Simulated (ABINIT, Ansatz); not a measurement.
# TlSi3 (Pm-3m): zone-centre phonons, part 3 of 4

Wanted: the vibrations of TlSi3 (Pm-3m) at Γ, by two programs.

ABINIT 10.8.3; DFT LDA, scalar-relativistic, plane waves, PseudoDojo norm-conserving pseudopotentials.

So far. Step 2 (Relaxing the cell and atoms): The volume changes by +1.6 % from the cell with which this run began. Step 4 (Linear response at Γ): The acoustic modes at Γ come out as far as 4.5 cm⁻¹ from zero, where they should vanish, a small numerical error. The lowest optical mode is imaginary, 171i cm⁻¹, an instability at this level and on this k mesh. The relaxed cell has a = 4.195 Å (conventional setting).

The structure was built from a prototype and need not be the compound's stable phase.

### Step 5. Modes with the sum rule

anaddb reads the merged derivatives and imposes the acoustic sum rule.

anaddb.abi reads:

```
ddb_filepath "gamma_DDB"
output_file "anaddb.abo"
outdata_prefix "anaddb"
asr 1
chneut 1
enunit 2
eivec 1
nph1l 1
qph1l 0.0 0.0 0.0 1.0
```

mrgddb.in reads:

```
gamma_DDB
merged
2
dfpt_gammao_DDB
gso_DDB
```

The run is started by

```
$ mrgddb < mrgddb.in > mrgddb.log
$ OMP_NUM_THREADS=1 anaddb anaddb.abi > anaddb.log
```

anaddb.abo, the main output file:

```text
-outvars_anaddb: echo values of input variables ----------------------

 Miscellaneous information :
      enunit         2
       eivec         1
         asr         1
 First list of wavevector (reduced coord.) :
       nph1l         1
       qph1l
                     0.00000000E+00  0.00000000E+00  0.00000000E+00    1.000E+00

================================================================================

 read the DDB information and perform some checks

  ==== Info on the Cryst% object ====
 Real(R)+Recip(G) space primitive vectors, cartesian coordinates (Bohr,Bohr^-1):
 R(1)=  7.9282618  0.0000000  0.0000000  G(1)=  0.1261311  0.0000000  0.0000000
 R(2)=  0.0000000  7.9282618  0.0000000  G(2)=  0.0000000  0.1261311  0.0000000
 R(3)=  0.0000000  0.0000000  7.9282618  G(3)=  0.0000000  0.0000000  0.1261311
 Unit cell volume ucvol=  4.9834942E+02 bohr^3
 Angles (23,13,12)=  9.00000000E+01  9.00000000E+01  9.00000000E+01 degrees
 Time-reversal symmetry is present
 Reduced atomic positions [iatom, xred, symbol]:
    1)    0.0000000  0.0000000  0.0000000  Tl
    2)    0.0000000  0.5000000  0.5000000  Si
    3)    0.5000000  0.0000000  0.5000000  Si
    4)    0.5000000  0.5000000  0.0000000  Si

 DDB file with 3 blocks has been read.

================================================================================

 Treat the first list of vectors

  Phonon wavevector (reduced coordinates) :  0.00000  0.00000  0.00000
 Phonon energies in Hartree :
  -7.781566E-04 -7.781566E-04 -7.781566E-04 -4.500048E-04 -4.500048E-04
  -4.500048E-04  0.000000E+00  0.000000E+00  0.000000E+00  8.219886E-04
   8.219886E-04  8.219886E-04
 Phonon energies in meV     :
- -2.117472E+01 -2.117472E+01 -2.117472E+01 -1.224526E+01 -1.224526E+01
- -1.224526E+01  0.000000E+00  0.000000E+00  0.000000E+00  2.236745E+01
-  2.236745E+01  2.236745E+01
 Phonon frequencies in cm-1    :
- -1.707856E+02 -1.707856E+02 -1.707856E+02 -9.876464E+01 -9.876464E+01
- -9.876464E+01  0.000000E+00  0.000000E+00  0.000000E+00  1.804056E+02
-  1.804056E+02  1.804056E+02
 Phonon frequencies in Thz     :
- -5.120025E+00 -5.120025E+00 -5.120025E+00 -2.960890E+00 -2.960890E+00
- -2.960890E+00  0.000000E+00  0.000000E+00  0.000000E+00  5.408425E+00
-  5.408425E+00  5.408425E+00
 Phonon energies in Kelvin  :
- -2.457224E+02 -2.457224E+02 -2.457224E+02 -1.421003E+02 -1.421003E+02
- -1.421003E+02  0.000000E+00  0.000000E+00  0.000000E+00  2.595635E+02
-  2.595635E+02  2.595635E+02

 Eigendisplacements
 (will be given, for each mode : in cartesian coordinates
   for each atom the real part of the displacement vector,
   then the imaginary part of the displacement vector - absolute values smaller than 1.0d-7 are set to zero)
  Mode number    1   Energy   -7.781566E-04
 Attention : low frequency mode.
   (Could be unstable or acoustic mode)
-  1  0.00000000E+00  0.00000000E+00 -4.09886448E-04
-     0.00000000E+00  0.00000000E+00  0.00000000E+00
-  2  0.00000000E+00  0.00000000E+00 -6.04901373E-04
-     0.00000000E+00  0.00000000E+00  0.00000000E+00
-  3  0.00000000E+00  0.00000000E+00 -6.04901373E-04
-     0.00000000E+00  0.00000000E+00  0.00000000E+00
-  4  0.00000000E+00  0.00000000E+00  4.19262061E-03
-     0.00000000E+00  0.00000000E+00  0.00000000E+00
  Mode number    2   Energy   -7.781566E-04
 Attention : low frequency mode.
   (Could be unstable or acoustic mode)
-  1  0.00000000E+00 -4.09886448E-04  0.00000000E+00
-     0.00000000E+00  0.00000000E+00  0.00000000E+00
-  2  0.00000000E+00 -6.04901373E-04  0.00000000E+00
-     0.00000000E+00  0.00000000E+00  0.00000000E+00
-  3  0.00000000E+00  4.19262061E-03  0.00000000E+00
-     0.00000000E+00  0.00000000E+00  0.00000000E+00
-  4  0.00000000E+00 -6.04901373E-04  0.00000000E+00
-     0.00000000E+00  0.00000000E+00  0.00000000E+00
  Mode number    3   Energy   -7.781566E-04
 Attention : low frequency mode.
   (Could be unstable or acoustic mode)
-  1  4.09886448E-04  0.00000000E+00  0.00000000E+00
-     0.00000000E+00  0.00000000E+00  0.00000000E+00
-  2 -4.19262061E-03  0.00000000E+00  0.00000000E+00
-     0.00000000E+00  0.00000000E+00  0.00000000E+00
-  3  6.04901373E-04  0.00000000E+00  0.00000000E+00
-     0.00000000E+00  0.00000000E+00  0.00000000E+00
-  4  6.04901373E-04  0.00000000E+00  0.00000000E+00
-     0.00000000E+00  0.00000000E+00  0.00000000E+00
  Mode number    4   Energy   -4.500048E-04
 Attention : low frequency mode.
   (Could be unstable or acoustic mode)
-  1  0.00000000E+00  0.00000000E+00  0.00000000E+00
-     0.00000000E+00  0.00000000E+00  0.00000000E+00
-  2  0.00000000E+00  0.00000000E+00 -3.12509966E-03
-     0.00000000E+00  0.00000000E+00  0.00000000E+00
-  3  0.00000000E+00  0.00000000E+00  3.12509966E-03
-     0.00000000E+00  0.00000000E+00  0.00000000E+00
-  4  0.00000000E+00  0.00000000E+00  0.00000000E+00
-     0.00000000E+00  0.00000000E+00  0.00000000E+00
  Mode number    5   Energy   -4.500048E-04
 Attention : low frequency mode.
   (Could be unstable or acoustic mode)
-  1  0.00000000E+00  0.00000000E+00  0.00000000E+00
-     0.00000000E+00  0.00000000E+00  0.00000000E+00
-  2  0.00000000E+00  3.12509966E-03  0.00000000E+00
-     0.00000000E+00  0.00000000E+00  0.00000000E+00
-  3  0.00000000E+00  0.00000000E+00  0.00000000E+00
-     0.00000000E+00  0.00000000E+00  0.00000000E+00
-  4  0.00000000E+00 -3.12509966E-03  0.00000000E+00
-     0.00000000E+00  0.00000000E+00  0.00000000E+00
  Mode number    6   Energy   -4.500048E-04
 Attention : low frequency mode.
   (Could be unstable or acoustic mode)
-  1  0.00000000E+00  0.00000000E+00  0.00000000E+00
-     0.00000000E+00  0.00000000E+00  0.00000000E+00
-  2  0.00000000E+00  0.00000000E+00  0.00000000E+00
-     0.00000000E+00  0.00000000E+00  0.00000000E+00
-  3 -3.12509966E-03  0.00000000E+00  0.00000000E+00
-     0.00000000E+00  0.00000000E+00  0.00000000E+00
-  4  3.12509966E-03  0.00000000E+00  0.00000000E+00
-     0.00000000E+00  0.00000000E+00  0.00000000E+00
  Mode number    7   Energy    0.000000E+00
 Attention : low frequency mode.
   (Could be unstable or acoustic mode)
-  1  0.00000000E+00  0.00000000E+00 -1.37861132E-03
-     0.00000000E+00  0.00000000E+00  0.00000000E+00
-  2  0.00000000E+00  0.00000000E+00 -1.37861128E-03
-     0.00000000E+00  0.00000000E+00  0.00000000E+00
-  3  0.00000000E+00  0.00000000E+00 -1.37861128E-03
-     0.00000000E+00  0.00000000E+00  0.00000000E+00
-  4  0.00000000E+00  0.00000000E+00 -1.37861147E-03
-     0.00000000E+00  0.00000000E+00  0.00000000E+00
  Mode number    8   Energy    0.000000E+00
 Attention : low frequency mode.
   (Could be unstable or acoustic mode)
-  1  0.00000000E+00  1.37861132E-03  0.00000000E+00
-     0.00000000E+00  0.00000000E+00  0.00000000E+00
-  2  0.00000000E+00  1.37861128E-03  0.00000000E+00
-     0.00000000E+00  0.00000000E+00  0.00000000E+00
-  3  0.00000000E+00  1.37861147E-03  0.00000000E+00
-     0.00000000E+00  0.00000000E+00  0.00000000E+00
-  4  0.00000000E+00  1.37861128E-03  0.00000000E+00
-     0.00000000E+00  0.00000000E+00  0.00000000E+00
  Mode number    9   Energy    0.000000E+00
 Attention : low frequency mode.
   (Could be unstable or acoustic mode)
-  1  1.37861132E-03  0.00000000E+00  0.00000000E+00
-     0.00000000E+00  0.00000000E+00  0.00000000E+00
-  2  1.37861147E-03  0.00000000E+00  0.00000000E+00
-     0.00000000E+00  0.00000000E+00  0.00000000E+00
-  3  1.37861128E-03  0.00000000E+00  0.00000000E+00
-     0.00000000E+00  0.00000000E+00  0.00000000E+00
-  4  1.37861128E-03  0.00000000E+00  0.00000000E+00
-     0.00000000E+00  0.00000000E+00  0.00000000E+00
  Mode number   10   Energy    8.219886E-04
-  1  0.00000000E+00  0.00000000E+00  7.84536791E-04
-     0.00000000E+00  0.00000000E+00  0.00000000E+00
-  2  0.00000000E+00  0.00000000E+00 -2.73857137E-03
-     0.00000000E+00  0.00000000E+00  0.00000000E+00
-  3  0.00000000E+00  0.00000000E+00 -2.73857137E-03
-     0.00000000E+00  0.00000000E+00  0.00000000E+00
-  4  0.00000000E+00  0.00000000E+00 -2.32074521E-04
-     0.00000000E+00  0.00000000E+00  0.00000000E+00
  Mode number   11   Energy    8.219886E-04
-  1  0.00000000E+00  7.84536791E-04  0.00000000E+00
-     0.00000000E+00  0.00000000E+00  0.00000000E+00
-  2  0.00000000E+00 -2.73857137E-03  0.00000000E+00
-     0.00000000E+00  0.00000000E+00  0.00000000E+00
-  3  0.00000000E+00 -2.32074521E-04  0.00000000E+00
-     0.00000000E+00  0.00000000E+00  0.00000000E+00
-  4  0.00000000E+00 -2.73857137E-03  0.00000000E+00
-     0.00000000E+00  0.00000000E+00  0.00000000E+00
  Mode number   12   Energy    8.219886E-04
-  1  7.84536791E-04  0.00000000E+00  0.00000000E+00
-     0.00000000E+00  0.00000000E+00  0.00000000E+00
-  2 -2.32074521E-04  0.00000000E+00  0.00000000E+00
-     0.00000000E+00  0.00000000E+00  0.00000000E+00
-  3 -2.73857137E-03  0.00000000E+00  0.00000000E+00
-     0.00000000E+00  0.00000000E+00  0.00000000E+00
-  4 -2.73857137E-03  0.00000000E+00  0.00000000E+00
-     0.00000000E+00  0.00000000E+00  0.00000000E+00

 Analysis of degeneracies and characters (maximum tolerance=1.00E-06 a.u.)
 For each vibration mode, or group of modes if degenerate,
 the characters are given for each symmetry operation (see the list in the log file).
 Symmetry characters of vibration mode #   1
       degenerate with vibration modes #   2 to    3
  3.0 -3.0 -1.0  1.0 -1.0  1.0 -1.0  1.0  1.0 -1.0 -1.0  1.0  1.0 -1.0 -1.0  1.0
 -0.0  0.0 -0.0  0.0  0.0 -0.0  0.0 -0.0  1.0 -1.0 -1.0  1.0 -1.0  1.0  1.0 -1.0
 -0.0  0.0  0.0 -0.0  0.0 -0.0 -0.0  0.0  1.0 -1.0  1.0 -1.0 -1.0  1.0 -1.0  1.0
 Symmetry characters of vibration mode #   4
       degenerate with vibration modes #   5 to    6
  3.0 -3.0 -1.0  1.0 -1.0  1.0 -1.0  1.0 -1.0  1.0  1.0 -1.0 -1.0  1.0  1.0 -1.0
 -0.0  0.0 -0.0  0.0  0.0 -0.0  0.0 -0.0 -1.0  1.0  1.0 -1.0  1.0 -1.0 -1.0  1.0
 -0.0  0.0  0.0 -0.0  0.0 -0.0 -0.0  0.0 -1.0  1.0 -1.0  1.0  1.0 -1.0  1.0 -1.0
 Symmetry characters of vibration mode #   7
       degenerate with vibration modes #   8 to    9
  3.0 -3.0 -1.0  1.0 -1.0  1.0 -1.0  1.0  1.0 -1.0 -1.0  1.0  1.0 -1.0 -1.0  1.0
  0.0 -0.0 -0.0  0.0  0.0 -0.0 -0.0  0.0  1.0 -1.0 -1.0  1.0 -1.0  1.0  1.0 -1.0
  0.0 -0.0  0.0 -0.0 -0.0  0.0 -0.0  0.0  1.0 -1.0  1.0 -1.0 -1.0  1.0 -1.0  1.0
 Symmetry characters of vibration mode #  10
       degenerate with vibration modes #  11 to   12
  3.0 -3.0 -1.0  1.0 -1.0  1.0 -1.0  1.0  1.0 -1.0 -1.0  1.0  1.0 -1.0 -1.0  1.0
  0.0 -0.0  0.0 -0.0 -0.0  0.0 -0.0  0.0  1.0 -1.0 -1.0  1.0 -1.0  1.0  1.0 -1.0
  0.0 -0.0 -0.0  0.0 -0.0  0.0  0.0 -0.0  1.0 -1.0  1.0 -1.0 -1.0  1.0 -1.0  1.0
-
```

Elapsed: 0.75 s, on 1 thread of Intel Xeon at 2.70GHz, shared host.

No LO-TO term; unit eigenvectors of the mass-weighted matrix, from anaddb's displacements. The modes at Γ (shares of kinetic energy by element, %) (negative means imaginary):

```csv
mode,frequency (cm⁻¹),symmetry,Tl %,Si %
1,-170.8,T1u,6,94
2,-170.8,T1u,6,94
3,-170.8,T1u,6,94
4,-98.8,T2u,0,100
5,-98.8,T2u,0,100
6,-98.8,T2u,0,100
7,0.0,acoustic,71,29
8,0.0,acoustic,71,29
9,0.0,acoustic,71,29
10,180.4,T1u,23,77
11,180.4,T1u,23,77
12,180.4,T1u,23,77
```

Displacements in mode 3 (-170.8 cm⁻¹), the largest set to 1:
```
Tl1  0.10  0.00  0.00
Si2 -1.00  0.00  0.00
Si3  0.14  0.00  0.00
Si4  0.14  0.00  0.00
```

Displacements in mode 12 (180.4 cm⁻¹), the largest set to 1:
```
Tl1  0.29  0.00  0.00
Si2 -0.08  0.00  0.00
Si3 -1.00  0.00  0.00
Si4 -1.00  0.00  0.00
```

The rule moves no optical mode by more than 0.1 cm⁻¹.

[end of part 3 of 4]

[Host names and launcher messages were left out of these logs when they were recorded.]

[Logs are printed without paths, hosts, clocks, repeated set-up lines and the standing remarks that a program may print on its own settings, such as how far it seeks lower states.]

[Hosts, paths, dates, database ids (printed as entryN), source tags and the programs' standing remarks are cut or masked in the printed files.]
